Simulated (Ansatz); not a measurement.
# InRh (Pm-3m): relaxing the cell for a phonon run

Wanted: the relaxed cell of InRh (Pm-3m).

Program: Ansatz 0.2.0. Level of theory: DFT PBEsol, scalar-relativistic, plane waves, PAW; PAW set soft_1. Results are calculated unless marked as measured.

### 1. The starting structure

The structure is cubic, space group Pm-3m (No. 221). The conventional cell has a = 3.196 Å, b = 3.196 Å, c = 3.196 Å, α = 90.00°, β = 90.00°, γ = 90.00°. In has 8 Rh at 2.77 Å nearest. Nearest to Rh lie 8 In at 2.77 Å. Farther neighbours are not listed.

### 2. Probe on a coarse mesh

First a cheap look: the gap decides the mesh and the occupations, the pressure tells how far the cell has to move.

Input file input.yaml:

```yaml
crystal:
  lattice:
    - [3.196, 0.0, 0.0]
    - [0.0, 3.196, 0.0]
    - [0.0, 0.0, 3.196]
  atoms:
    - { symbol: In, position: [0.5, 0.5, 0.5] }
    - { symbol: Rh, position: [0.0, 0.0, 0.0] }
kpoints:
  mp_grid: { grid: [6, 6, 6] }
hamiltonian:
  xc: pbesol
  pseudopotentials: { kind: paw, azcp: { folder: soft_1 }, xc_functional: pbe }
scf:
  occupations: { method: gaussian, width: 0.1 }
output:
  forces: true
  stress: true
  eigenvalues: true
```

Started as:

```bash
$ ansatz run input.yaml --threads 4 --pin off --max-ram 10240MiB --backend cpu --events-out ev --progress --plain --runs-dir out
```

Numbers of over 12 decimals in the logs are rounded to 6 here.

Log:

```text
Engine: ansatz 0.2.0, aarch64-unknown-linux-gnu
Pseudopotentials: kind: paw
Pseudopotential: In, paw, valence charge 13, recommended cutoff 420 eV (normal), soft_1/In.paw.azcp
Pseudopotential: Rh, paw, valence charge 17, recommended cutoff 420 eV (normal), soft_1/Rh.paw.azcp
Functional definition: PBEsol
  exchange = pbesol_x
  correlation = pbesol_c
Crystal: 2 atoms, lattice volume = 32.645 Å³
[...]
--- Band table (eV; the first three rows and the last of 20) ---
  k-point 0: bands = [... 11 lower, 14.6991, 16.8734, 16.8734, 16.8734, 22.6756, 22.6756, 22.6756, 29.0698]
  k-point 1: bands = [... 11 lower, 14.7180, 16.4296, 16.4296, 16.8443, 20.5728, 23.7024, 23.7024, 29.3464]
  k-point 2: bands = [... 11 lower, 14.6884, 15.7491, 15.7491, 16.7859, 18.4555, 26.1244, 26.1244, 28.6139]
  k-point 19: bands = [... 11 lower, 13.3081, 17.6275, 17.6275, 18.3852, 22.3862, 22.3862, 22.3862, 23.7899]
[key lines of the parts left out:]
SCF converged after 7 iterations
Free energy (F): -11865.122780 eV
Fermi energy:    18.038882 eV
P = ⅓ Tr σ = -1.2022 GPa (-12.022 kbar)
```

The job ended after 0.57 s (4 threads of Arm Neoverse V1, shared host; peak memory 0.28 GiB).

Numbers from this step:

```
pressure          : -1.202 GPa
volume per atom   : 16.32 Å³
gap on the k-mesh : 0 eV
```

The coarse mesh shows no gap and a pressure of -1.2 GPa.

### 3. Relaxation

The cell and atoms are relaxed, since residual forces and stress would shift the frequencies.

input.yaml, as its differences from that of step 2:

```diff
@@ -9,3 +9,3 @@
 kpoints:
-  mp_grid: { grid: [6, 6, 6] }
+  mp_grid: { grid: [14, 14, 14] }
 hamiltonian:
@@ -19 +19,6 @@
   eigenvalues: true
+relax:
+  adjacent_minimum: "off"
+  f_tol: 0.005
+  max_steps: 80
+  cell: { stress_tol: 0.05 }
```

Log:

```text
[...]
Crystal: 2 atoms, lattice volume = 32.645 Å³
Basis set: ecut = 420 eV, 619 PW (Γ), exchange–correlation on 48×48×48 points (8 copies of the dense FFT grid, shifted against one another)
Bands: 19, of which v1, the nominal top of the filled ones, is band 15 counted from 1 (14 counted from 0)
Symmetry: 48 space group operations
[...]
k-points: 120 of 2744
[...]
SCF iter   1: F=—  HF=-11866.086744 eV  |F-HF|=—  |Δ(HF+E_count)|=         —  Δρ=1.12e-1  dr2=4.96e0  ethr=3.10e-3  ⟨swp⟩=5.2  Hψ=9694  notcnv=0
[...]
SCF iter   7: F=-11865.127653 eV  HF=-11865.127653 eV  |F-HF|=9.86e-9  |Δ(HF+E_count)|=   1.27e-8  Δρ=7.35e-6  dr2=1.37e-8  ethr=3.33e-10  ⟨swp⟩=5.5  Hψ=9349  notcnv=0
SCF 1 converged in 7 iterations: F = -11865.127653 eV  dr2 = 1.37e-8
[...]
relax step   1: F+E_penalty+E_count = -11865.12765283 eV  Δ(F+E_penalty+E_count) = +0.000e0 eV  max|allowed force component| = 3.484e-30 eV/Å  Δτ_max = 0.0000 Å  P = -1.131 GPa  Ω = 32.645 Å³  (7 SCF iters, dr2 threshold 1.00e-7 eV, accepted)
Crystal: 2 atoms, lattice volume = 32.125 Å³
[...]
iter 1 solved again at ethr=2.70e-6 eV; its pass at ethr=3.10e-3 eV (dr2=8.10e-4 eV) is discarded
[...]
SCF iter   6: F=-11865.126979 eV  HF=-11865.126979 eV  |F-HF|=1.82e-12  |Δ(HF+E_count)|=  6.91e-11  Δρ=3.31e-7  dr2=1.02e-11  ethr=4.18e-12  ⟨swp⟩=1.2  Hψ=6462  notcnv=0
SCF 2 converged in 6 iterations: F = -11865.126979 eV  dr2 = 1.02e-11
relax step   2: F+E_penalty+E_count = -11865.12697867 eV  Δ(F+E_penalty+E_count) = +6.742e-4 eV  max|allowed force component| = 1.972e-30 eV/Å  Δτ_max = 0.0000 Å  P = +1.691 GPa  Ω = 32.125 Å³  energy of the carried Pulay correction = +1.596e-4 eV  (6 SCF iters, dr2 threshold 2.00e-7 eV, rejected (line search))
Crystal: 2 atoms, lattice volume = 32.435 Å³
[...]
SCF iter   6: F=-11865.128480 eV  HF=-11865.128480 eV  |F-HF|=7.28e-12  |Δ(HF+E_count)|=  1.46e-11  Δρ=2.39e-7  dr2=1.09e-11  ethr=1.00e-12  ⟨swp⟩=4.5  Hψ=10465  notcnv=0
SCF 3 converged in 6 iterations: F = -11865.128480 eV  dr2 = 1.09e-11
relax step   3: F+E_penalty+E_count = -11865.12847972 eV  Δ(F+E_penalty+E_count) = -8.269e-4 eV  max|allowed force component| = 1.657e-29 eV/Å  Δτ_max = 0.0000 Å  P = -0.022 GPa  Ω = 32.435 Å³  energy of the carried Pulay correction = +6.429e-5 eV  (6 SCF iters, accepted)
[...]
SCF iter   8: F=-11865.128420 eV  HF=-11865.128420 eV  |F-HF|=3.64e-12  |Δ(HF+E_count)|=    0.00e0  Δρ=4.41e-11  dr2=4.64e-19  ethr=1.00e-12  ⟨swp⟩=1.5  Hψ=5185  notcnv=0
SCF 4 converged in 8 iterations: F = -11865.128420 eV  dr2 = 4.64e-19
relax step   4: F+E_penalty+E_count = -11865.12841963 eV  Δ(F+E_penalty+E_count) = +6.009e-5 eV  max|allowed force component| = 7.205e-29 eV/Å  Δτ_max = 0.0000 Å  P = -0.020 GPa  Ω = 32.435 Å³  stress off target by 2.03e-2 GPa  SCF on the basis re-selected at this cell (its energy is not comparable with the rows above)  (8 SCF iters)
basis re-selected at this cell: Δ(F+E_penalty+E_count) = +6.009e-5 eV, ΔP = +0.002 GPa vs the last step (what re-selecting the basis moved, of the pressure what is left beyond the Pulay correction that the steps carried, after the strain that the cell walked since its last selection, with what the two solves' SCF thresholds leave and, on support functions, any second-order correction that the steps lacked; it is no m [...]
SCF converged after 8 iterations
Free energy (F): -11865.128420 eV
[...]
Internal energy: -11865.122068 eV  (E = F + TS)
E sigma→0 (E₀):  -11865.125244 eV
Entropy (-TS):   -0.006352 eV (-3.176 meV/atom)
Fermi energy:    18.275675 eV
[...]
--- Stress (GPa, compression-positive) ---
       -0.020260       0.000000       0.000000
        0.000000      -0.020260       0.000000
        0.000000       0.000000      -0.020260
  P = ⅓ Tr σ = -0.0203 GPa (-0.203 kbar)
--- Band table (eV; the first three rows and the last of 120) ---
  k-point 0: bands = [... 11 lower, 14.8333, 17.0289, 17.0289, 17.0289, 22.8378, 22.8378, 22.8378, 29.3166]
  k-point 1: bands = [... 11 lower, 14.8465, 16.9310, 16.9310, 17.0230, 22.3095, 23.0434, 23.0434, 29.5330]
  k-point 2: bands = [... 11 lower, 14.8602, 16.6806, 16.6806, 17.0063, 21.1551, 23.6169, 23.6169, 29.5832]
  k-point 119: bands = [... 11 lower, 13.4218, 17.7949, 17.7949, 18.5568, 22.5543, 22.5543, 22.5543, 23.9800]
--- Relaxed structure (3 steps of the walk, 2 accepted, 1 SCFs on fresh bases) ---
  F+E_penalty+E_count = -11865.12841963 eV   max|allowed force component| = 7.205e-29 eV/Å   (the final SCF, on the basis selected at the relaxed cell)
  cell:  # Å, volume = 32.4348 Å³
    - [3.189116, 0, 0]
    - [0, 3.189116, 0]
    - [0, 0, 3.189116]
  atoms:
    - { symbol: In, position: [0.500000, 0.500000, 0.500000] }
    - { symbol: Rh, position: [0, 0, 0] }
```

The job ended after 5.5 s (4 threads; peak memory 0.38 GiB; 19 s of CPU time).

Relaxation path:

```tsv
step	energy less that of the first step (eV)	largest force component (eV/Å)	pressure (GPa)	volume (Å³)
1	0.0000	0.0000	-1.13	32.65
2	0.0007	0.0000	1.69	32.13
3	-0.0008	0.0000	-0.02	32.43
4*	-0.0008	0.0000	-0.02	32.43
```

Relaxation steps marked * repeat the geometry before them on a plane-wave basis chosen anew for their cell, so energy and pressure can jump there. Relaxation step 2 was tried and not accepted.

Forces are held to the 48 operations that the run works with; a distortion that breaks them can't arise in this run.

```tsv
conventional cell, symmetrised	before	after	change
a (Å)	3.196	3.189	-0.2 %
b (Å)	3.196	3.189	-0.2 %
c (Å)	3.196	3.189	-0.2 %
volume (Å³/atom)	16.32	16.22	-0.6 %
```

The relaxed structure:

```cif
data_structure
_symmetry_space_group_name_H-M 'P 1'
_symmetry_Int_Tables_number 1
_cell_length_a 3.1891
_cell_length_b 3.1891
_cell_length_c 3.1891
_cell_angle_alpha 90.000
_cell_angle_beta 90.000
_cell_angle_gamma 90.000
_cell_volume 32.43
loop_
_atom_site_label
_atom_site_type_symbol
_atom_site_fract_x
_atom_site_fract_y
_atom_site_fract_z
_atom_site_occupancy
In1 In 0.50000 0.50000 0.50000 1
Rh2 Rh 0.00000 0.00000 0.00000 1
```

This step gave:

* pressure: -0.02026 GPa
* volume per atom: 16.22 Å³

In this step the volume went from 16.32 to 16.22 Å³/atom.

### 4. Relaxing to small forces for the phonons

Phonons need a cell at rest on their own settings, so the relaxation is repeated with tight tolerances on forces and stress, using the mesh and the filling of the phonon run that follows.

Input file input.yaml:

```yaml
crystal:
  lattice:
    - [3.1891157235, 0.0, 0.0]
    - [0.0, 3.1891157235, 0.0]
    - [0.0, 0.0, 3.1891157235]
  atoms:
    - { symbol: In, position: [0.5, 0.5, 0.5] }
    - { symbol: Rh, position: [0.0, 0.0, 0.0] }
kpoints:
  mp_grid: { grid: [16, 16, 16] }
hamiltonian:
  xc: pbesol
  pseudopotentials: { kind: paw, azcp: { folder: soft_1 }, xc_functional: pbe }
scf:
  occupations: { method: methfessel_paxton, width: 0.2 }
output:
  forces: true
  stress: true
  eigenvalues: true
  write_density: true
  write_potential: true
  elf: true
  volumetric_format: npy
relax:
  adjacent_minimum: "off"
  f_tol: 0.001
  max_steps: 60
  cell: { stress_tol: 0.01 }
```

Log:

```text
[...]
Crystal: 2 atoms, lattice volume = 32.435 Å³
Basis set: ecut = 420 eV, 619 PW (Γ), exchange–correlation on 48×48×48 points (8 copies of the dense FFT grid, shifted against one another)
Bands: 19, of which v1, the nominal top of the filled ones, is band 15 counted from 1 (14 counted from 0)
Symmetry: 48 space group operations
[...]
k-points: 165 of 4096
[...]
k-point 164: bands = [... 11 lower, 13.4257, 17.8028, 17.8028, 18.5595, 22.5584, 22.5584, 22.5584, 23.9854]
--- Relaxed structure (3 steps of the walk, 2 accepted, 1 SCFs on fresh bases) ---
[...]
cell:  # Å, volume = 32.4303 Å³
    - [3.188969, 0, 0.0]
    - [0, 3.188969, 0]
    - [0.0, 0, 3.188969]
  atoms:
    - { symbol: In, position: [0.5, 0.5, 0.5] }
    - { symbol: Rh, position: [0, 0, 0] }
[key lines of the parts left out:]
SCF converged after 4 iterations
Free energy (F): -11865.125523 eV
Fermi energy:    18.284241 eV
P = ⅓ Tr σ = -0.0001 GPa (-0.001 kbar)
```

Run time: 6.5 s. Hardware: 4 threads; peak memory 0.4 GiB; 24 s of CPU time.

Little changed from the start: no atom moved by 0.005 Å and no cell edge by 0.1 %.

This step gave:

```yaml
pressure: -8.66e-5 GPa
```

Valence density in the ac plane at fractional y = 0.000, with atoms of Rh within 0.2 Å of it. It is the smooth field of the valence electrons, not physical close to the nuclei.

Ten even steps from '0' (0 e/Å³) to '9' (15 e/Å³):
```
8752100000001257
6531000000000135
3210000000000012
1100000000000001
0000000000000000
0000000000000000
0000000000000000
0000000000000000
0000000000000000
0000000000000000
0000000000000000
1100000000000001
3210000000000012
6531000000000135
8752100000001257
9863100000001368
```
Columns run along a (3.2 Å), rows up along c (3.2 Å). Atoms in or near the plane, at fractional coordinates: Rh at (0.00, 0.00).

ELF in the ac plane at fractional y = 0.000, with atoms of Rh within 0.2 Å of it. It is the smooth field of the valence electrons, not physical close to the nuclei.

Values, 16 rows by 16 columns:
```
0.74 0.73 0.68 0.58 0.42 0.25 0.20 0.25 0.28 0.25 0.20 0.25 0.42 0.58 0.68 0.73
0.69 0.68 0.64 0.54 0.37 0.23 0.21 0.26 0.28 0.26 0.21 0.23 0.37 0.54 0.64 0.68
0.60 0.58 0.54 0.43 0.29 0.22 0.23 0.27 0.28 0.27 0.23 0.22 0.29 0.43 0.54 0.58
0.43 0.42 0.37 0.29 0.23 0.22 0.25 0.27 0.28 0.27 0.25 0.22 0.23 0.29 0.37 0.42
0.26 0.25 0.23 0.22 0.22 0.24 0.26 0.27 0.28 0.27 0.26 0.24 0.22 0.22 0.23 0.25
0.20 0.20 0.21 0.23 0.25 0.26 0.26 0.27 0.27 0.27 0.26 0.26 0.25 0.23 0.21 0.20
0.24 0.25 0.26 0.27 0.27 0.27 0.27 0.26 0.25 0.26 0.27 0.27 0.27 0.27 0.26 0.25
0.28 0.28 0.28 0.28 0.28 0.28 0.27 0.25 0.25 0.25 0.27 0.28 0.28 0.28 0.28 0.28
0.24 0.25 0.26 0.27 0.27 0.27 0.27 0.26 0.25 0.26 0.27 0.27 0.27 0.27 0.26 0.25
0.20 0.20 0.21 0.23 0.25 0.26 0.26 0.27 0.27 0.27 0.26 0.26 0.25 0.23 0.21 0.20
0.26 0.25 0.23 0.22 0.22 0.24 0.26 0.27 0.28 0.27 0.26 0.24 0.22 0.22 0.23 0.25
0.43 0.42 0.37 0.29 0.23 0.22 0.25 0.27 0.28 0.27 0.25 0.22 0.23 0.29 0.37 0.42
0.60 0.58 0.54 0.43 0.29 0.22 0.23 0.27 0.28 0.27 0.23 0.22 0.29 0.43 0.54 0.58
0.69 0.68 0.64 0.54 0.37 0.23 0.21 0.26 0.28 0.26 0.21 0.23 0.37 0.54 0.64 0.68
0.74 0.73 0.68 0.58 0.42 0.25 0.20 0.25 0.28 0.25 0.20 0.25 0.42 0.58 0.68 0.73
0.77 0.74 0.69 0.60 0.43 0.26 0.20 0.24 0.28 0.24 0.20 0.26 0.43 0.60 0.69 0.74
```
Columns run along a (3.2 Å), rows up along c (3.2 Å). Atoms in or near the plane, at fractional coordinates: Rh at (0.00, 0.00).

Electrostatic potential energy in the ac plane at fractional y = 0.000, with atoms of Rh within 0.2 Å of it. With pseudopotentials it is smooth inside the atoms' cores, unlike the true potential.

Values in eV, 16 rows by 16 columns:
```
-62 -62 -50 -34 -12   9  17  19  20  19  17   9 -12 -34 -50 -62
-54 -50 -40 -24  -3  12  17  20  20  20  17  12  -3 -24 -40 -50
-38 -34 -24  -9   7  15  18  20  20  20  18  15   7  -9 -24 -34
-15 -12  -3   7  14  17  19  20  20  20  19  17  14   7  -3 -12
  7   9  12  15  17  18  19  19  19  19  19  18  17  15  12   9
 17  17  17  18  19  19  19  19  19  19  19  19  19  18  17  17
 19  19  20  20  20  19  19  19  19  19  19  19  20  20  20  19
 20  20  20  20  20  19  19  19  18  19  19  19  20  20  20  20
 19  19  20  20  20  19  19  19  19  19  19  19  20  20  20  19
 17  17  17  18  19  19  19  19  19  19  19  19  19  18  17  17
  7   9  12  15  17  18  19  19  19  19  19  18  17  15  12   9
-15 -12  -3   7  14  17  19  20  20  20  19  17  14   7  -3 -12
-38 -34 -24  -9   7  15  18  20  20  20  18  15   7  -9 -24 -34
-54 -50 -40 -24  -3  12  17  20  20  20  17  12  -3 -24 -40 -50
-62 -62 -50 -34 -12   9  17  19  20  19  17   9 -12 -34 -50 -62
-62 -62 -54 -38 -15   7  17  19  20  19  17   7 -15 -38 -54 -62
```
Columns run along a (3.2 Å; values clipped at the 3rd and 97th percentile), rows up along c (3.2 Å). Atoms in or near the plane, at fractional coordinates: Rh at (0.00, 0.00).

The forces vanish by symmetry and the pressure is 0.000 GPa, within the tolerances set. The cell now holds 16.22 Å³/atom.

### 5. What came out

```yaml
space_group_after_relaxation_within_0p01_a: Pm-3m
lattice_constant_a: 3.189 Å
lattice_constant_b: 3.189 Å
lattice_constant_c: 3.189 Å
volume_per_atom: 16.2 Å³
```

**Reading.** The forces vanish by symmetry and the pressure is 0.000 GPa, within the tolerances set. The cell now holds 16.22 Å³/atom. The relaxation keeps the symmetry of its start, so it says nothing on stability against lower symmetry. The PAW files were made for PBE and serve the other functionals too.

[Logs are printed without paths, hosts, clocks, repeated set-up lines and the standing remarks that a program may print on its own settings, such as how far it seeks lower states.]

[Hosts, paths, dates, database ids (printed as entryN), source tags and the programs' standing remarks are cut or masked in the printed files.]
